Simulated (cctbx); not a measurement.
# Resonant diffraction in Zn12Co16O

Space group R3m (no. 160), a = 12.2250 Å, b = 12.2250 Å, c = 7.8550 Å, α = 90.00°, β = 90.00°, γ = 120.00°.

| atom | mult. | x | y | z | Ueq (Å²) |
| --- | --- | --- | --- | --- | --- |
| Zn1 | 18 | 0.8556 | 0.3328 | 0.5013 | 0.0130 |
| Zn2 | 9 | 0.1239 | 0.0619 | 0.7125 | 0.0125 |
| Zn3 | 9 | 0.5927 | 0.7964 | 0.6020 | 0.0083 |
| Co1 | 18 | 0.9782 | 0.2867 | 0.6857 | 0.0101 |
| Co2 | 9 | 0.0944 | 0.1888 | 0.4837 | 0.0132 |
| Co3 | 9 | 0.7816 | 0.5631 | 0.2222 | 0.0083 |
| Co4 | 9 | 0.2658 | 0.1329 | 0.4448 | 0.0069 |
| Co5 | 3 | 0 | 0 | 0.0449 | 0.0081 |
| O1 | 3 | 0 | 0 | 0.3854 | 0.0153 |

The model is made up (kin elements in a known structure type, no relaxation), so it says nothing on whether the phase exists.

Calculated with cctbx: free-atom f′ and f″ from the Sasaki tables, no fine structure; amplitudes in electrons.

```
E (eV)  F 1 2 2  F 1 0 1  F 2 1 1  F 2 0 2
  7109     32.5     73.1    115.4     98.1
  7459     29.1     75.0    122.6    100.7
  7589     26.2     77.1    130.2    103.7
  7649     23.8     79.2    137.7    106.8
  7679     21.9     81.6    145.7    110.4
  7694     20.6     84.1    154.0    114.1
  7701     20.2     86.3    161.5    117.6
  7705     20.7     88.7    169.6    121.5
  7713      5.4     95.9    167.1    140.2
  7717      0.5     93.3    157.2    136.1
  7724      3.9     90.9    148.6    132.7
  7739      8.6     88.3    139.1    129.0
  7769     13.3     85.7    129.4    125.4
  7859     19.7     82.1    116.3    120.4
  8109     26.7     77.6    101.4    114.2
```

**Question.** Which edge is crossed, and why do the reflections move as they do?

The K edge of Co. The edge is at 7709 eV. f′ of Co falls from -3.9 e at 7589 eV to -7.4 e at 4 eV below it, and f″ steps from 0.47 to 3.93 e across it. Over that approach |F| changes by -21 % (1 2 2), +15 % (1 0 1), +30 % (2 1 1) and +17 % (2 0 2): a reflection falls where Co scatters in phase with the total and rises where it scatters against it; it hardly moves where the Co term is small or cancels by symmetry or lies in quadrature to the total. The f″ term interferes with the normal scattering with opposite sign for the two Friedel mates. The largest Friedel difference in the scan is 195.2 % of the mean (1 2 2, at 7717 eV).

[Logs are printed without paths, hosts, clocks, repeated set-up lines and the standing remarks that a program may print on its own settings, such as how far it seeks lower states.]
